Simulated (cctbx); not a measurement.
## Accept or mend?

Cell a = 7.1210 Å, b = 7.1210 Å, c = 27.3720 Å, α = 90.00°, β = 90.00°, γ = 120.00°; space group R3m (no. 160). The compound is CdCuBr3.

The data are simulated with cctbx, not measured: Ag Kα, λ = 0.56087 Å, to d = 0.65 Å, 70 % of the full sphere, strongest reflection 5000 counts, noise from counting, a 3 % proportional error and a noise floor of 15 counts (s.d.); no absorption, and some extinction, which the refinements don't model.

An anisotropic refinement with weights 1/σ² prints:

```text
Rint 0.082, 1214 unique reflections to 0.65 A
cycle     R1     wR2    GooF  max shift (A)
   1  0.0949  0.1724   2.479   0.01574
   3  0.0492  0.0865   1.244   0.00026
final R1 0.0492 wR2 0.0865 GooF 1.244  parameters 36  data/parameter 33.7
atom        x        y        z      Ueq    occ   su(xyz)  su(Uiso or U11)
Cd1    0.66667  0.33333  0.21864   0.0048  1.000  0.00013  0.0010
Cd2    0.66667  0.33333  0.33271   0.0048  1.000  0.00019  0.0004
Cd3    0.00000  0.00000  0.11885   0.0035  1.000  0.00012  0.0010
Br1    0.51533  0.48467  0.27620   0.0023  1.000  0.00024  0.0007
Br2    0.15966  0.84034  0.05904   0.0054  1.000  0.00025  0.0008
Cu1    0.83520  0.16480  0.16642  -0.0061  1.000  0.00033  0.0003  NPD
Br3    0.00000  0.00000  0.28141   0.0145  1.000  0.00024  0.0016
Cu2    0.33333  0.66667  0.16594   0.0053  1.000  0.00036  0.0007
Cu3    0.66667  0.33333  0.05258   0.0085  1.000  0.00024  0.0020
difference map: max 4.74 min -3.94 rms 0.77
Q1    0.1944  0.3887  0.8347    9    5.03  0.32 A from Cu1
Q2    0.0508  0.5254  0.4935    9    4.34  0.38 A from Cu1
Q3    0.2054  0.4107  0.7596    9    3.20  1.73 A from Cd3
Q4    0.0000  0.0000  0.7273    3    3.13  0.22 A from Cu3
Q5    0.1364  0.0682  0.1646    9    2.96  1.19 A from Cu1
Q6    0.0507  0.1014  0.0249    9    2.84  0.94 A from Cd2
```

Q: Accept it or mend it, and why?

Mend it. The fault: elements exchanged: Br3 is Cu and Cu1 is Br. Against the right model at the same level, R1 goes from 0.0381 to 0.0492 and GooF from 0.96 to 1.24, U of Cu1 shrinks from 0.0037 to -0.0061 Å², U of Br3 swells from 0.0036 to 0.0145 Å² and Cu1 goes non-positive-definite. Br3 has 6 electrons too many and its U swells to shed them, as expected; Cu1 has 6 electrons too few and its U shrinks to make up, as expected.

The compound is CdCuBr3. The right model at the same level gives:

```text
Rint 0.082, 1214 unique reflections to 0.65 A
cycle     R1     wR2    GooF  max shift (A)
   1  0.0387  0.0675   0.971   0.00340
   2  0.0381  0.0668   0.961   0.00026
final R1 0.0381 wR2 0.0668 GooF 0.961  parameters 36  data/parameter 33.7
atom        x        y        z      Ueq    occ   su(xyz)  su(Uiso or U11)
Cd1    0.66667  0.33333  0.21829   0.0048  1.000  0.00009  0.0008
Cd2    0.66667  0.33333  0.33227   0.0034  1.000  0.00015  0.0003
Cd3    0.00000  0.00000  0.11868   0.0025  1.000  0.00009  0.0007
Br1    0.51565  0.48435  0.27635   0.0027  1.000  0.00017  0.0006
Br2    0.15983  0.84017  0.05919   0.0031  1.000  0.00018  0.0006
Br3    0.83559  0.16441  0.16680   0.0037  1.000  0.00027  0.0003
Cu1    0.00000  0.00000  0.28190   0.0036  1.000  0.00019  0.0012
Cu2    0.33333  0.66667  0.16644   0.0047  1.000  0.00029  0.0005
Cu3    0.66667  0.33333  0.05321   0.0062  1.000  0.00019  0.0013
Flack x: -0.03(7)
Hooft y: -0.001(78)  Bijvoet pairs: 596
difference map: max 2.99 min -4.32 rms 0.67
Q1    0.2068  0.4136  0.7594    9    3.26  1.72 A from Cd3
Q2    0.1985  0.3970  0.1049    9    2.67  1.34 A from Br2
Q3    0.0000  0.0000  0.8985    3    2.62  0.37 A from Cd1
Q4    0.1790  0.0895  0.6566    9    2.58  2.05 A from Cu3
Q5    0.0463  0.0926  0.6830    9    2.46  1.16 A from Cu3
Q6    0.1014  0.0507  0.3113    9    2.45  1.02 A from Cu1
```

Isotropic U is held between 0.0001 and 1 Å² by the program, and listed peak heights are interpolated, so they can pass the grid's maximum.

The model was made for the exercise: a known structure type with other elements put in, its volume estimated, not relaxed; displacement parameters are assumed.

[Middle refinement cycles are left out of these outputs.]

[Logs are printed without paths, hosts, clocks, repeated set-up lines and the standing remarks that a program may print on its own settings, such as how far it seeks lower states.]
